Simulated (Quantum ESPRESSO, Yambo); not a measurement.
**SnSe2 (1T monolayer): changed settings of a GW run in Yambo**

What do changed inputs do to GW on SnSe2 (1T monolayer)?

Main program and level: Yambo 5.3.0; PBE and many-body steps on it, plane waves.

### Step 1. Starting point

The cell holds 3 atoms: 1 Sn and 2 Se. Cell: a = 3.872 Å, b = 3.872 Å, c = 15.000 Å, α = 90.0°, β = 90.0°, γ = 120.0°. Vacuum lies along c.

Structure file:

```xyz
3
Lattice="3.8717 0.0000 0.0000 -1.9358 3.3529 0.0000 0.0000 0.0000 15.0000" Properties=species:S:1:pos:R:3
Sn    0.0000    0.0000    7.5000
Se    0.0000    2.2353    9.0964
Se    1.9358    1.1176    5.9036
```

The structure was relaxed with PBE. The runs that relaxed it are not among those shown.

### Step 2. Base

This step: Yambo 5.3.0; G0W0 on PBE, plane waves, norm-conserving pseudopotentials.

Now the one-shot GW correction: screening in the RPA, then the self-energy of the levels asked for.

gw2.in

```
HF_and_locXC
gw0
dyson
ppa
em1d
rim_cut
rim_w
RandQpts= 3000000
RandGvec= 100 RL
CUTGeo= "slab z"
RandGvecW= 9 RL
EXXRLvcs= 104 Ry
VXCRLvcs= 416 Ry
Chimod= "HARTREE"
% BndsRnXp
 1 | 155 |
%
NGsBlkXp= 8 Ry
% LongDrXp
 1 | 1 | 0 |
%
% GbndRnge
 1 | 155 |
%
DysSolver= "n"
ExtendOut
PPAPntXp= 27.21138 eV
% QPkrange
 2 | 2 | 34 | 37 |
 4 | 4 | 34 | 37 |
 1 | 1 | 34 | 37 |
%
```

The run is started by

```console
$ OMP_NUM_THREADS=1 mpirun -n 8 yambo -F gw2.in -J gw2 -C gw2 > gw2.log
```

The program printed:

```text
 Yambo, version 5.3.0

 [02] CORE Variables Setup
 =========================

  [... cell, symmetries and grids as in the set-up ...]

  [02.05] Energies & Occupations
  ==============================

  [X] === General ===
  [X] Electronic Temperature                        :  0.000000  0.000000 [eV K]
  [X] Bosonic    Temperature                        :  0.000000  0.000000 [eV K]
  [X] Finite Temperature mode                       : no
  [X] El. density                                   :  0.35949E+24 [cm-3]
  [X] Fermi Level                                   :  0.139163 [eV]

  [X] === Gaps and Widths ===
  [X] Conduction Band Min                           :  0.791107 [eV]
  [X] Valence Band Max                              :  0.000000 [eV]
  [X] Filled Bands                                  :   35
  [X] Empty Bands                                   :   36  293
  [X] Direct Gap                                    :  1.097116 [eV]
  [X] Direct Gap localized at k                     :   4
  [X] Indirect Gap                                  :  0.791107 [eV]
  [X] Indirect Gap between kpts                     :   2   4
  [X] Last valence band width                       :  0.770971 [eV]
  [X] 1st conduction band width                     :  1.364754 [eV]

 [03] Transferred momenta grid and indexing
 ==========================================

 IBZ Q-points                                      :   7
 BZ  Q-points                                      :   36

 K/Q-points units:
 rlu = crystal or reduced units; cc = cartesian coordinates; iku = interal k-units

 Q [1]          [rlu]:  0.000000  0.000000  0.000000
 Q [2]          [rlu]:  0.17396E-16  0.16667       0.0000
 Q [3]          [rlu]:  0.34792E-16  0.33333       0.0000
 Q [4]          [rlu]: -0.52188E-16 -0.50000       0.0000
 Q [5]          [rlu]:  0.166667  0.166667  0.000000
 Q [6]          [rlu]:  0.166667  0.333333  0.000000
 Q [7]          [rlu]:  0.333333  0.333333  0.000000

 [04] Coloumb potential Random Integration (RIM)
 ===============================================

 Performing RIM of v_slab

  [04.01] RIM initialization
  ==========================

  * Diagonal components only detected *

  8 x (sBL volume)        :  0.041948 [a.u.]
  sBZ random points       :  3000000
  Points outside the sBZ  :  24000829
  RL volume               :  0.188768 [a.u.]
  Integrated volume       :  0.188761 [a.u.]

  [04.02] RIM integrals
  =====================

  Gamma point sphere radius             :  0.038807 [a.u.]
  Points outside the sphere             :  2398884
  [Int_sBZ(q=0) 1/q^2]*(Vol_sBZ)^(-1/3) =:  7.486872
                                 should be <:  7.795600

  Summary of Coulomb integrals for non-metallic bands |Q|[au] RIM/Bare

  Q [1] 0.100000E-4 0.960397 * Q [2] 0.165273 0.997268
  Q [5] 0.286262 1.024371 * Q [3] 0.330547 1.023483
  Q [6] 0.437272 1.017607 * Q [4] 0.495820 1.014588
  Q [7] 0.572523 1.011286
  Non-periodic chartesian directions : none
  Optical renormalization            :  28.34589 [au]
  Polarizability dimension           : length

 [05] Coloumb potential CutOffslab
 =================================

 Cut directionsZ
 Slab Cutoff:Z
 Symmetry test passed : yes

 [06] Dipoles
 ============

  [06.01] Setup: observables and procedures
  =========================================

  [WARNING] [x,Vnl] slows the Dipoles computation. To neglect it rename the ns.kb_pp file

 [07] Dynamic Dielectric Matrix (PPA)
 ====================================

 [SLK-Inversion]  Pools        :  2
 [SLK-Inversion]  BLACS grid   :  2  2

 [WR./gw2//ndb.pp]---------------------------------------------------------------
  Brillouin Zone Q/K grids (IBZ/BZ)                :    7   36    7   36
  RL vectors                                       :  27469 [WF]
  Coulomb cutoff potential                         : slab z
  Electronic Temperature                           :  0.000000 [K]
  Bosonic    Temperature                           :  0.000000 [K]
[...]
Field direction                                  :  0.707107E-5  0.707107E-5   0.00000
  BZ energy Double Grid                            : no
  BZ energy DbGd points                            : 0
  BZ Q point size factor                           : -1.000000
  X Optical Averaged directions                    : none

 [08] Local Exchange-Correlation + Non-Local Fock
 ================================================

 [VXC] Plane waves :  188291
 [EXS] Plane waves :  23571

 QP @ state[ 1 ] K range:  1  2
 QP @ state[ 1 ] b range:   34   37
 QP @ state[ 2 ] K range:   4   4
 QP @ state[ 2 ] b range:   34   37

 [xc] Functional : Perdew, Burke & Ernzerhof(X)+Perdew, Burke & Ernzerhof(C)
 [xc] LIBXC used to calculate xc functional
  PP Number of Atomic Species                      :  2
  NLCC RL compoments                               :  188291
  PP Number of Atomic Species                      :  2
  NLCC RL compoments                               :  188291

 [xc] E_xc :  -68.29995 [Ha]
      E_xc :  -136.5999 [Ry]

  Local XC kind (lXC) : Perdew, Burke & Ernzerhof(X)+Perdew, Burke & Ernzerhof(C)
  Non-Local XC kind (nlXC) : Hartree-Fock

  Corrections @ K [1] :  [eV]
 <34|nlXC|34> = -16.39700  0.96562E-18 <34|lXC|34> = -14.46546 -0.18882E-15
 <35|nlXC|35> = -16.39696  0.21590E-17 <35|lXC|35> = -14.46546  0.37763E-15
 <36|nlXC|36> = -10.19821 -0.70612E-17 <36|lXC|36> = -13.19942  0.000000
 <37|nlXC|37> = -7.446102 -0.16157E-17 <37|lXC|37> = -11.35150 -0.18882E-15

  Corrections @ K [2] :  [eV]
 <34|nlXC|34> = -15.67038  0.55540E-17 <34|lXC|34> = -12.98747 -0.18882E-15
 <35|nlXC|35> = -16.41662  0.30730E-17 <35|lXC|35> = -14.45975 -0.15420E-15
[...]
Corrections @ K [4] :  [eV]
[...]
<35|nlXC|35> = -16.32630 -0.39975E-17 <35|lXC|35> = -14.16694  0.94408E-16
 <36|nlXC|36> = -9.766633  0.12058E-18 <36|lXC|36> = -12.75429  0.000000
 <37|nlXC|37> = -7.062819  0.16650E-17 <37|lXC|37> = -11.14487  0.17702E-16

 [09] Dyson equation: Newton solver
 ==================================

  [09.01] RIM-W interpolation
  ===========================

  [WARNING] RIM-W works only for 2D semiconductors with slab cutoff
  Found compatible q grid: 2D
  q_min[ 1 ]:  0.16667      0.15140E-11   0.0000     [rlu]
   0.166667  0.083333  0.000000 [iku]
  q_min[ 2 ]:  0.17396E-16  0.16667       0.0000     [rlu]
   0.17396E-16  0.16667       0.0000     [iku]
  G-vectors :   9
  G-vectors loaded:   63
  Number of interpolated frequencies:  2

  Evaluating coefficients q = 0
  Evaluating coefficients q = 0

  [09.02] RIM-W integrals
  =======================

  8 x (sBL volume)        :  0.041948 [a.u.]
  sBZ random points       :  3000000
  Points outside the sBZ  :  24000829
  RL volume               :  0.188768 [a.u.]
  Integrated volume       :  0.188761 [a.u.]

  [09.03] RIM integrals
  =====================

  Comparison between head Wc = W - v averages: < Wc > [au] RIM-W/RIM

   < -Wc [Q = 1] > 0.333869E-1 0.416993E-4 * < -Wc [Q = 2] > 0.005523 0.005357
   < -Wc [Q = 3] > 0.001069 0.001050 * < -Wc [Q = 4] > 0.370316E-3 0.366254E-3
   < -Wc [Q = 5] > 0.001544 0.001514 * < -Wc [Q = 6] > 0.526267E-3 0.521200E-3
   < -Wc [Q = 7] > 0.255970E-3 0.254688E-3

  Comparison between head Wc = W - v averages: < Wc > [au] RIM-W/RIM

   < -Wc [G = 1,G`=0] > 0.333869E-1 0.416993E-4 * < -Wc [G = 2,G`=0] >-0.001767 0.000000
   < -Wc [G = 3,G`=0] >-0.001767 0.000000 * < -Wc [G = 4,G`=0] >-0.263670E-4  0.00000
   < -Wc [G = 5,G`=0] >-0.263852E-4  0.00000 * < -Wc [G = 6,G`=0] > 0.149774E-3  0.00000
   < -Wc [G = 7,G`=0] > 0.149796E-3  0.00000 * < -Wc [G = 8,G`=0] >-0.222657E-4  0.00000
   < -Wc [G = 9,G`=0] >-0.222673E-4  0.00000

 [10] G0W0 (W PPA)
 =================

 [  GW  ] Bands range     :    1  155
 [GW/PPA] G damping       :  0.100000 [eV]

 QP @ state[ 1 ] K range:  1  2
 QP @ state[ 1 ] b range:   34   37
 QP @ state[ 2 ] K range:   4   4
 QP @ state[ 2 ] b range:   34   37

  Sc/G bands                                       :    1  155
  Sc/G damping                                     :  0.100000 ev
  Sc bands terminator                              : no
  Sx RL components                                 :  23571

  QP @ state[ 1 ] K range                          :  1  2
  QP @ state[ 1 ] b range                          :   34   37
  QP @ state[ 2 ] K range                          :   4   4
  QP @ state[ 2 ] b range                          :   34   37
  GF energies kind                                 : Perdew, Burke & Ernzerhof(X)+Perdew, Burke & Ernzerhof(C)
  GF WF`s kind                                     : Perdew, Burke & Ernzerhof(X)+Perdew, Burke & Ernzerhof(C)
  Xs energies kind                                 : Perdew, Burke & Ernzerhof(X)+Perdew, Burke & Ernzerhof(C)
  Xs WF`s kind                                     : Perdew, Burke & Ernzerhof(X)+Perdew, Burke & Ernzerhof(C)

 [14] Game Over & Game summary
```

Run time: 6.6 min. Hardware: 8 MPI ranks of Arm Neoverse V1, shared host; peak memory 11 GiB.

This step gave:

| Item | Value |
| --- | --- |
| G0W0 gap on the points computed | 1.859 eV |
| starting gap on the mesh | 0.7911 eV |
| k of the valence top | 0, 0.1667, 0 |
| k of the conduction bottom | 0, -0.5, 0 |
| least direct G0W0 gap on the computed points | 2.225 eV |
| Z at the valence top | 0.7470 |
| Z at the conduction bottom | 0.7633 |

The gap on the mesh goes from 0.79 eV to 1.86 eV, a correction of +1.07 eV.

### Step 3. Damping of G

gw7.in, as its differences from gw2.in of step 2:

```diff
@@ -32 +32,2 @@
 %
+GDamping= 0.01 eV
```

The run is started by

```console
$ OMP_NUM_THREADS=1 mpirun -n 8 yambo -F gw7.in -J gw7,gw2_W -C gw7 > gw7.log
```

The program printed:

```text
 Yambo, version 5.3.0

 [02] CORE Variables Setup
 =========================

  [... cell, symmetries and grids as in the set-up ...]

  [02.05] Energies & Occupations
  ==============================

  [X] === General ===
  [X] Electronic Temperature                        :  0.000000  0.000000 [eV K]
  [X] Bosonic    Temperature                        :  0.000000  0.000000 [eV K]
  [X] Finite Temperature mode                       : no
  [X] El. density                                   :  0.35949E+24 [cm-3]
  [X] Fermi Level                                   :  0.139163 [eV]

  [X] === Gaps and Widths ===
  [X] Conduction Band Min                           :  0.791107 [eV]
  [X] Valence Band Max                              :  0.000000 [eV]
  [X] Filled Bands                                  :   35
  [X] Empty Bands                                   :   36  293
  [X] Direct Gap                                    :  1.097116 [eV]
  [X] Direct Gap localized at k                     :   4
  [X] Indirect Gap                                  :  0.791107 [eV]
  [X] Indirect Gap between kpts                     :   2   4
  [X] Last valence band width                       :  0.770971 [eV]
  [X] 1st conduction band width                     :  1.364754 [eV]

 [03] Transferred momenta grid and indexing
 ==========================================

 IBZ Q-points                                      :   7
 BZ  Q-points                                      :   36

 K/Q-points units:
 rlu = crystal or reduced units; cc = cartesian coordinates; iku = interal k-units

 Q [1]          [rlu]:  0.000000  0.000000  0.000000
 Q [2]          [rlu]:  0.17396E-16  0.16667       0.0000
 Q [3]          [rlu]:  0.34792E-16  0.33333       0.0000
 Q [4]          [rlu]: -0.52188E-16 -0.50000       0.0000
 Q [5]          [rlu]:  0.166667  0.166667  0.000000
 Q [6]          [rlu]:  0.166667  0.333333  0.000000
 Q [7]          [rlu]:  0.333333  0.333333  0.000000

 [04] Coloumb potential Random Integration (RIM)
 ===============================================

 Summary of Coulomb integrals for non-metallic bands |Q|[au] RIM/Bare

 Q [1] 0.100000E-4 0.960397 * Q [2] 0.165273 0.997268
 Q [5] 0.286262 1.024371 * Q [3] 0.330547 1.023483
 Q [6] 0.437272 1.017607 * Q [4] 0.495820 1.014588
 Q [7] 0.572523 1.011286
 Non-periodic chartesian directions : none
 Optical renormalization            :  28.34589 [au]
 Polarizability dimension           : length

 [05] Coloumb potential CutOff slab z
 ====================================

 [06] Dipoles
 ============

  [06.01] Setup: observables and procedures
  =========================================

 [07] Dynamic Dielectric Matrix (PPA)
 ====================================

  Sc/G bands                                       :    1  155
  Sc/G damping                                     :  0.010000 ev
  Sc bands terminator                              : no
  Sx RL components                                 :  23571

  QP @ state[ 1 ] K range                          :  1  2
  QP @ state[ 1 ] b range                          :   34   37
  QP @ state[ 2 ] K range                          :   4   4
  QP @ state[ 2 ] b range                          :   34   37
  GF energies kind                                 : Perdew, Burke & Ernzerhof(X)+Perdew, Burke & Ernzerhof(C)
  GF WF`s kind                                     : Perdew, Burke & Ernzerhof(X)+Perdew, Burke & Ernzerhof(C)
  Xs energies kind                                 : Perdew, Burke & Ernzerhof(X)+Perdew, Burke & Ernzerhof(C)
  Xs WF`s kind                                     : Perdew, Burke & Ernzerhof(X)+Perdew, Burke & Ernzerhof(C)

 [14] Game Over & Game summary
```

It took 2.6 min on 8 MPI ranks; peak memory 11 GiB; 21 min of CPU time.

This step gave:

```yaml
g0w0_gap_on_the_points_computed: 1.859 eV
starting_gap_on_the_mesh: 0.7911 eV
k_of_the_valence_top: 0, 0.1667, 0
k_of_the_conduction_bottom: 0, -0.5, 0
least_direct_g0w0_gap_on_the_computed_points: 2.224 eV
z_at_the_valence_top: 0.7469
z_at_the_conduction_bottom: 0.7632
```

Against G0W0 in Yambo (6×6×1 mesh, 155 bands, screening to 108.8 eV, Godby-Needs plasmon pole), the gap moves by −0.0003 eV.

### Step 4. One G vector of screening

gw8.in, as its differences from gw7.in of step 3:

```diff
@@ -17,3 +17,3 @@
 %
-NGsBlkXp= 8 Ry
+NGsBlkXp= 1 RL
 % LongDrXp
@@ -32,2 +32 @@
 %
-GDamping= 0.01 eV
```

The run is started by

```console
$ OMP_NUM_THREADS=1 mpirun -n 8 yambo -F gw8.in -J gw8 -C gw8 > gw8.log
```

The program printed:

```text
 Yambo, version 5.3.0

 [02] CORE Variables Setup
 =========================

  [... cell, symmetries and grids as in the set-up ...]

  [02.05] Energies & Occupations
  ==============================

  [X] === General ===
  [X] Electronic Temperature                        :  0.000000  0.000000 [eV K]
  [X] Bosonic    Temperature                        :  0.000000  0.000000 [eV K]
  [X] Finite Temperature mode                       : no
  [X] El. density                                   :  0.35949E+24 [cm-3]
  [X] Fermi Level                                   :  0.139163 [eV]

  [X] === Gaps and Widths ===
  [X] Conduction Band Min                           :  0.791107 [eV]
  [X] Valence Band Max                              :  0.000000 [eV]
  [X] Filled Bands                                  :   35
  [X] Empty Bands                                   :   36  293
  [X] Direct Gap                                    :  1.097116 [eV]
  [X] Direct Gap localized at k                     :   4
  [X] Indirect Gap                                  :  0.791107 [eV]
  [X] Indirect Gap between kpts                     :   2   4
  [X] Last valence band width                       :  0.770971 [eV]
  [X] 1st conduction band width                     :  1.364754 [eV]

 [03] Transferred momenta grid and indexing
 ==========================================

 IBZ Q-points                                      :   7
 BZ  Q-points                                      :   36

 K/Q-points units:
 rlu = crystal or reduced units; cc = cartesian coordinates; iku = interal k-units

 Q [1]          [rlu]:  0.000000  0.000000  0.000000
 Q [2]          [rlu]:  0.17396E-16  0.16667       0.0000
 Q [3]          [rlu]:  0.34792E-16  0.33333       0.0000
[...]
Global Gauge                                     : length
  X matrix size                                    :  1
  X band range                                     :    1  155
  X e/h energy range                               : -1.000000 -1.000000 [eV]
  X Time ordering                                  : R
  X Hxc Kernel                                     : HARTREE
  X Drude frequency                                :  0.000000  0.000000
  X poles                                          :  100.0000 [o/o]
  RL vectors in the sum                            :  27469
  [r,Vnl] included                                 : yes
  Field direction                                  :  0.707107E-5  0.707107E-5   0.00000
  BZ energy Double Grid                            : no
  BZ energy DbGd points                            : 0
  BZ Q point size factor                           : -1.000000
  X Optical Averaged directions                    : none

 [08] Local Exchange-Correlation + Non-Local Fock
 ================================================

 [VXC] Plane waves :  188291
 [EXS] Plane waves :  23571

 QP @ state[ 1 ] K range:  1  2
 QP @ state[ 1 ] b range:   34   37
 QP @ state[ 2 ] K range:   4   4
 QP @ state[ 2 ] b range:   34   37

 [xc] Functional : Perdew, Burke & Ernzerhof(X)+Perdew, Burke & Ernzerhof(C)
 [xc] LIBXC used to calculate xc functional
  PP Number of Atomic Species                      :  2
  NLCC RL compoments                               :  188291
  PP Number of Atomic Species                      :  2
  NLCC RL compoments                               :  188291

 [xc] E_xc :  -68.29995 [Ha]
      E_xc :  -136.5999 [Ry]

  Local XC kind (lXC) : Perdew, Burke & Ernzerhof(X)+Perdew, Burke & Ernzerhof(C)
  Non-Local XC kind (nlXC) : Hartree-Fock

  Corrections @ K [1] :  [eV]
 <34|nlXC|34> = -16.39700  0.96562E-18 <34|lXC|34> = -14.46546  0.18882E-15
 <35|nlXC|35> = -16.39696  0.21590E-17 <35|lXC|35> = -14.46546  0.37763E-15
 <36|nlXC|36> = -10.19821 -0.70612E-17 <36|lXC|36> = -13.19942  0.18882E-15

[ERROR] STOP signal received while in[09.01] RIM-W interpolation
[ERROR] G_max 63 for RIM-W is higher than G_max 1 of vX
```

It took 2.8 min on 8 MPI ranks; peak memory 11 GiB.

The run stopped with an error after 2.8 min.

The program's words: [ERROR] STOP signal received while in[09.01] RIM-W interpolation [ERROR] G_max 63 for RIM-W is higher than G_max 1 of vX

The fault put into this input: one G vector of screening.

(Continued in part 2 of 2.)

[Paths, hosts, dates, memory and timing lines, banners, echoed tables and standing remarks are left out of the program output.]

[Logs are printed without paths, hosts, clocks, repeated set-up lines and the standing remarks that a program may print on its own settings, such as how far it seeks lower states.]

[Runs of the session that timed out or met a known fault of the program may be left out.]

[Hosts, paths, dates, database ids (printed as entryN), source tags and the programs' standing remarks are cut or masked in the printed files.]
